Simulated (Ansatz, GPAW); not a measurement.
# How SrVS3 (model structure) absorbs and reflects light

Aim: the dielectric function of SrVS3 (model structure), and the optical constants that follow from it. The cell was made here by substitution or stacking, whether or not such a phase is known. It was built so: All O replaced by S in the Pm-3m structure of SrVO3. The cell is first relaxed with Ansatz.

Method: DFT, PBE, plane-wave PAW (GPAW data sets), scalar-relativistic, RPA, optical limit, in GPAW 26.7.0.

Report form: the programs' logs are mostly left out.

## (1) Starting point

The structure is cubic, space group Pm-3m (No. 221). The conventional cell has a = 4.582 Å, b = 4.582 Å, c = 4.582 Å, α = 90.00°, β = 90.00°, γ = 90.00°. Nearest to Sr lie 12 S at 3.24 Å. V has 6 S at 2.29 Å nearest. S has 2 V at 2.29 Å and 4 Sr at 3.24 Å nearest. All O replaced by S in the Pm-3m structure of SrVO3. Farther neighbours and most contacts between anions are not listed.

## (2) Relaxation

Spectra hang on bond lengths, so the cell is first brought to its minimum.

This step: DFT, PBE, plane-wave PAW, default files, scalar-relativistic, relaxation (Ansatz 0.2.0).

input.yaml reads:

```yaml
crystal:
  lattice:
    - [4.581645, 0.0, 0.0]
    - [0.0, 4.581645, 0.0]
    - [0.0, 0.0, 4.581645]
  atoms:
    - { symbol: Sr, position: [0.5, 0.5, 0.5] }
    - { symbol: V, position: [0.0, 0.0, 0.0], spin: 2.0 }
    - { symbol: S, position: [0.0, 0.0, 0.5] }
    - { symbol: S, position: [0.0, 0.5, 0.0] }
    - { symbol: S, position: [0.5, 0.0, 0.0] }
magnetization:
  spin_polarized: true
kpoints:
  mp_grid: { grid: [5, 5, 5] }
scf:
  occupations: { method: fermi_dirac, width: 0.05 }
hamiltonian:
  xc: pbe
output:
  forces: true
  stress: true
  write_density: true
  write_potential: true
  elf: true
  volumetric_format: npy
relax:
  f_tol: 0.02
  max_steps: 50
  cell: {}
```

On the command line:

```console
$ ansatz run input.yaml --threads 1 --pin off --max-ram 4096MiB --backend cpu --events-out ev --progress --plain --runs-dir out
```

Wall time 21 s (1 thread of Arm Neoverse V2, shared host); peak memory 0.38 GiB.

The steps of the relaxation:

```
step  energy less that of the first step (eV)  largest force component (eV/Å)  pressure (GPa)  volume (Å³)
   1                                   0.0000                          0.0000            6.16        96.18
   2                                  -0.1184                          0.0000            0.92       101.76
   3                                  -0.1216                          0.0000            0.09       102.81
   4                                  -0.1216                          0.0000            0.00       102.92
  5*                                  -0.1224                          0.0000            0.01       102.92
```

Relaxation steps marked * repeat the geometry before them on a plane-wave basis chosen anew for their cell, so energy and pressure can jump there.

Forces are held to the 48 operations that the run works with; a distortion that breaks them can't arise in this run.

```
conventional cell, symmetrised  before  after  change
                         a (Å)   4.582  4.686  +2.3 %
                         b (Å)   4.582  4.686  +2.3 %
                         c (Å)   4.582  4.686  +2.3 %
              volume (Å³/atom)   19.24  20.58  +7.0 %
```

Final coordinates:

```cif
data_structure
_symmetry_space_group_name_H-M 'P 1'
_symmetry_Int_Tables_number 1
_cell_length_a 4.6864
_cell_length_b 4.6864
_cell_length_c 4.6864
_cell_angle_alpha 90.000
_cell_angle_beta 90.000
_cell_angle_gamma 90.000
_cell_volume 102.92
loop_
_atom_site_label
_atom_site_type_symbol
_atom_site_fract_x
_atom_site_fract_y
_atom_site_fract_z
_atom_site_occupancy
Sr1 Sr 0.50000 0.50000 0.50000 1
V2 V 0.00000 0.00000 0.00000 1
S3 S 0.00000 0.00000 0.50000 1
S4 S 0.00000 0.50000 0.00000 1
S5 S 0.50000 0.00000 0.00000 1
```

The relaxation ends with a pressure of 0.01 GPa.

## (3) Ground state

The self-consistent density comes first; it also tells whether there is a gap, which decides the occupations and the need for a Drude term.

This step: DFT, PBE, plane-wave PAW (GPAW data sets), scalar-relativistic, ground state (GPAW 26.7.0).

gs.py reads:

```python
from ase import Atoms
from ase.dft.bandgap import bandgap
from gpaw import GPAW, PW, FermiDirac

atoms = Atoms(['Sr', 'V', 'S', 'S', 'S'],
              cell=[[4.68639045, 0.00000000, 0.00000000],
                    [0.00000000, 4.68639045, 0.00000000],
                    [0.00000000, 0.00000000, 4.68639045]],
              scaled_positions=[[0.50000000, 0.50000000, 0.50000000],
                                [0.00000000, 1.00000000, 1.00000000],
                                [1.00000000, 1.00000000, 0.50000000],
                                [1.00000000, 0.50000000, 1.00000000],
                                [0.50000000, 0.00000000, 1.00000000]],
              pbc=[True, True, True])
atoms.set_initial_magnetic_moments([0.0, 2.0, 0.0, 0.0, 0.0])
atoms.calc = GPAW(mode=PW(400), xc='PBE', kpts={'size': (5, 5, 5), 'gamma': True},
                  occupations=FermiDirac(0.05), maxiter=150, txt='gs.txt')
print('energy (eV)', atoms.get_potential_energy())
print('Fermi level (eV)', atoms.calc.get_fermi_level())
print('valence electrons', atoms.calc.get_number_of_electrons())
print('gap (eV)', bandgap(atoms.calc, output=None)[0])
print('direct gap (eV)', bandgap(atoms.calc, direct=True, output=None)[0])
print('moments', atoms.get_magnetic_moments().round(3).tolist())
atoms.calc.write('gs.gpw')
```

On the command line:

```console
$ OMP_NUM_THREADS=1 python gs.py
```

It took 28 s on 1 thread; peak memory 0.18 GiB.

This step gave:

- energy: -28.27 eV
- Fermi energy: 6.447 eV
- electrons: 41
- site moments: 0.002, 0.723, -0.01, -0.01, -0.01 μB

There are states at the Fermi level within the smearing, so the occupations stay smeared and the carriers get a Drude term.

## (4) Bands for the response

The response needs many more empty bands than the density does.

This step: DFT, PBE, plane-wave PAW (GPAW data sets), scalar-relativistic, bands at fixed density (GPAW 26.7.0).

nscf.py reads:

```python
from ase.dft.bandgap import bandgap
from gpaw import GPAW, FermiDirac

calc = GPAW('gs.gpw').fixed_density(kpts={'size': (8, 8, 8), 'gamma': True}, nbands=62, convergence={'bands': 56},
                                    occupations=FermiDirac(0.05), txt='nscf.txt')
print('gap (eV)', bandgap(calc, output=None)[0])
print('direct gap (eV)', bandgap(calc, direct=True, output=None)[0])
print('top band over the Fermi level (eV)', min(calc.get_eigenvalues(kpt=k)[55] for k in range(len(calc.get_ibz_k_points()))) - calc.get_fermi_level())
calc.write('full.gpw', mode='all')
```

On the command line:

```console
$ OMP_NUM_THREADS=1 python nscf.py
```

Elapsed: 3.1 min, on 1 thread; peak memory 0.32 GiB.

## (5) Dielectric function, RPA

Local fields let the induced charge screen the field inside the cell, which as a rule lowers ε, most along directions where the density is uneven.

This step: DFT, PBE, plane-wave PAW (GPAW data sets), scalar-relativistic, RPA, optical limit (GPAW 26.7.0).

df.py reads:

```python
from gpaw.response.df import DielectricFunction

df = DielectricFunction('full.gpw', frequencies={'type': 'nonlinear', 'domega0': 0.03, 'omega2': 8},
                        ecut=50,
                        eta=0.1,
                        nbands=56,
                        rate=0.1,
                        txt='df.txt')
for direction in ['x']:
    df.get_dielectric_function(xc='RPA', direction=direction, filename=f'df_{direction}.csv')
```

On the command line:

```console
$ OMP_NUM_THREADS=1 python df.py
```

Wall time 41 s (1 thread); peak memory 0.45 GiB.

Some rows of df_x.csv (energy; Re and Im without local fields; Re and Im with them):

```text
0.000000, 1464.316264, -0.000000, 1463.208312, -0.000000
0.460735, -35.703883, 40.356043, -36.939870, 40.044341
0.943989, -0.260170, 19.823585, -1.208651, 19.146429
1.451455, -6.309962, 18.754582, -6.442960, 18.192576
1.984998, -3.053641, 11.443765, -3.205146, 11.104484
2.546682, -1.356816, 3.562976, -1.670412, 3.518368
3.138794, 1.226170, 4.353314, 0.804778, 4.408320
3.763875, 3.036360, 2.830953, 2.303183, 2.883224
4.424758, 4.935959, 4.760573, 4.024707, 4.618074
5.124608, 2.538299, 7.052536, 1.407946, 6.336174
5.866977, 0.251029, 5.616514, -0.160293, 4.644852
6.655862, 0.264226, 4.158999, -0.059980, 3.513909
7.495775, 1.024022, 3.155909, 0.592037, 2.499587
8.391833, 0.087814, 4.167154, 0.532568, 3.444266
9.349861, -0.180034, 4.159012, 0.003180, 3.428036
10.376517, -0.532468, 3.139064, -0.370262, 2.266270
11.479449, -0.624547, 2.263264, -0.245324, 1.823796
12.667487, -0.508181, 1.964998, -0.015544, 1.321596
13.950874, -0.536496, 1.588939, 0.092559, 1.199508
15.341572, -0.546857, 1.036974, 0.401001, 1.129228
16.853625, -0.033248, 0.594710, 0.333996, 0.811139
18.503643, 0.272064, 0.341750, 0.221074, 0.701627
```

Sum at mesh points, not converged in k. Im ε, E ∥ x against photon energy; read off at these points:

photon energy (eV), Im ε, E ∥ x and a bar:
```
      1.0       19.9 ############################
      1.2       21.1 ##############################
      2.0       11.0 ###############
      3.0        4.1 #####
      4.0        3.1 ###
      5.0        6.8 #########
      6.0        4.2 #####
      7.0        3.1 ###
      8.0        3.8 ####
      9.0        3.3 ####
     10.0        2.7 ###
     11.0        2.4 ##
     12.0        1.7 #
     13.0        1.3 #
     14.0        1.2 
     15.0        1.1 
     16.0        1.1 
     17.0        0.9 
     18.0        0.9
```

Values under 1 per cm are given as 1; sum at mesh points, not converged in k. Absorption coefficient, E ∥ x against photon energy:

```
photon energy (eV)  absorption coefficient, E ∥ x (1/cm)
             0.492                                 3.1e5
             1.010                                 3.3e5
             1.486                                 5.3e5
             1.985                                 5.5e5
             2.508                                 4.6e5
             3.018                                 3.9e5
             3.510                                 3.5e5
             3.980                                 3.3e5
             4.516                                 4.9e5
             4.981                                 8.1e5
             5.515                                 9.5e5
             6.021                                 8.4e5
             6.494                                 9.2e5
             6.985                                 8.5e5
             7.496                                 7.6e5
             8.026                                 9.8e5
             8.516                                 1.0e6
             9.023                                 1.1e6
             9.483                                 1.3e6
            10.026                                 1.2e6
            10.519                                 1.2e6
            11.029                                 1.3e6
            11.479                                 1.2e6
            12.023                                 1.3e6
            12.504                                 1.0e6
            13.000                                 1.1e6
            13.512                                 9.9e5
            14.040                                 1.0e6
            14.493                                 9.9e5
            14.960                                 9.7e5
            15.536                                 1.1e6
            16.031                                 1.1e6
            16.541                                 1.0e6
            16.959                                 8.9e5
            17.496                                 1.1e6
            18.049                                 1.1e6
            18.504                                 9.5e5
```

Sum at mesh points, not converged in k. The Im ε, E ∥ x by photon energy; read off at these points:

```
photon energy (eV)  without local fields  with local fields
               1.0                  20.6               19.9
               1.2                  22.0               21.1
               2.0                  11.3               11.0
               3.0                  4.08               4.08
               4.0                  3.14               3.11
               5.0                  7.44               6.80
               6.0                  5.20               4.19
               7.0                  3.78               3.05
               8.0                  5.32               3.85
               9.0                  4.08               3.35
              10.0                  3.73               2.72
              11.0                  2.87               2.37
              12.0                  2.00               1.72
              13.0                  1.79               1.27
              14.0                  1.59               1.18
              15.0                  1.14               1.09
              16.0                 0.644               1.13
              17.0                 0.595              0.888
              18.0                 0.340              0.877
```

Sum at mesh points, not converged in k. The reflectivity at normal incidence, E ∥ x by photon energy; read off at these points:

photon energy (eV), reflectivity at normal incidence, E ∥ x (%) and a bar from the least value:
```
     0.50       78.0 ##############################
     1.00       53.9 ####################
     1.50       60.2 ######################
     2.00       51.4 ###################
     2.36       54.9 ####################
     2.50       45.3 ################
     3.00       23.2 ######
     3.50       17.7 ####
     4.00       16.4 ###
     4.50       23.2 ######
     5.00       31.2 ##########
     5.50       33.2 ###########
     6.00       26.7 ########
     6.50       27.8 ########
     7.00       22.7 ######
     7.50       17.2 ####
     8.00       21.1 #####
     8.50       22.5 ######
     9.00       23.1 ######
     9.50       27.1 ########
    10.00       23.0 ######
    10.50       23.1 ######
    11.00       25.0 #######
    11.50       22.5 ######
    12.00       26.9 ########
    12.50       19.7 #####
    13.00       19.4 #####
    13.50       14.1 ##
    14.00       15.3 ###
    14.50       13.0 ##
    15.00       11.3 #
    15.50       11.4 #
    16.00       13.8 ##
    16.50       13.1 ##
    17.00        8.3 
    17.50       11.1 #
    18.00       13.8 ##
    18.50       11.4 #
```

The loss function −Im 1/ε at q → 0, E ∥ x has structure finer than the step of the table below, so its rows give means over 0.5 eV, whole bins alone (the curve runs from 0.305 to 18.6 eV). Peaks (eV: height): 3.34: 0.282, 7.55: 0.384, 14.77: 0.934, 16.75: 1.12, 18.50: 1.30.

Sum at mesh points, not converged in k. The loss function −Im 1/ε at q → 0, E ∥ x by energy loss; means over each step:

```
energy loss (eV)  loss function −Im 1/ε at q → 0, E ∥ x
             1.0                                 0.0476
             1.5                                 0.0590
             2.0                                 0.0912
             2.5                                  0.190
             3.0                                  0.240
             3.5                                  0.247
             4.0                                  0.160
             4.5                                  0.120
             5.0                                  0.136
             5.5                                  0.177
             6.0                                  0.222
             6.5                                  0.266
             7.0                                  0.328
             7.5                                  0.362
             8.0                                  0.253
             8.5                                  0.293
             9.0                                  0.296
             9.5                                  0.317
            10.0                                  0.369
            10.5                                  0.430
            11.0                                  0.438
            11.5                                  0.519
            12.0                                  0.551
            12.5                                  0.753
            13.0                                  0.789
            13.5                                  0.800
            14.0                                  0.834
            14.5                                  0.892
            15.0                                  0.865
            15.5                                  0.778
            16.0                                  0.883
            16.5                                   1.02
            17.0                                  0.941
            17.5                                  0.869
            18.0                                   1.08
```

From ε follow the optical constants at some laser and lamp lines:

```
wavelength (nm)     n      k  R (%)    1/α
           1550  2.64  3.967   63.5  31 nm
           1064  3.22  3.283   54.9  26 nm
            800  2.11  3.321   59.2  19 nm
            532  1.29  2.475   54.7  17 nm
            450  1.42  1.374   26.6  26 nm
            405  1.66  1.298   24.2  25 nm
            193  1.38  1.429   28.4  11 nm
```

A polished face would reflect 51 % of daylight and look yellow-green (CIE x = 0.350, y = 0.400 under D65).

## (6) What came out

**Reading.** At this level (PBE, RPA) SrVS3 is a metal. The mesh is too coarse to trust the carriers' weight, the reflectivity or the colour to better than tens of per cent. The cell grew by 7.0 % in volume. A polished face would reflect 51 % of daylight and look yellow-green (CIE x = 0.350, y = 0.400 under D65). The carriers' damping of 0.1 eV is typed, not computed; it shapes the response at the lowest energies. The magnetic state comes from one start and need not be the lowest. The curves end at 19 eV, about where the summed bands run out. In this version of GPAW the matrix elements of the optical limit are incomplete, which can lower ε − 1 by up to a tenth where first-row anions or d states rule, and shift it by more in d metals. GPAW's carrier term has the form −ωp²/(ω + i·rate)², which damps like twice the rate and fails at low energy, so the curves leave the lowest energies out. The sum runs over mesh points 0.17 Å⁻¹ apart with no interpolation, so peaks are partly noise of the mesh, and the Drude plasma energy, a sum over the Fermi surface, isn't converged.

[Machine, clock and banner lines and Python warnings are left out of the logs.]

[Logs are printed without paths, hosts, clocks, repeated set-up lines and the standing remarks that a program may print on its own settings, such as how far it seeks lower states.]

[Hosts, paths, dates, database ids (printed as entryN), source tags and the programs' standing remarks are cut or masked in the printed files.]
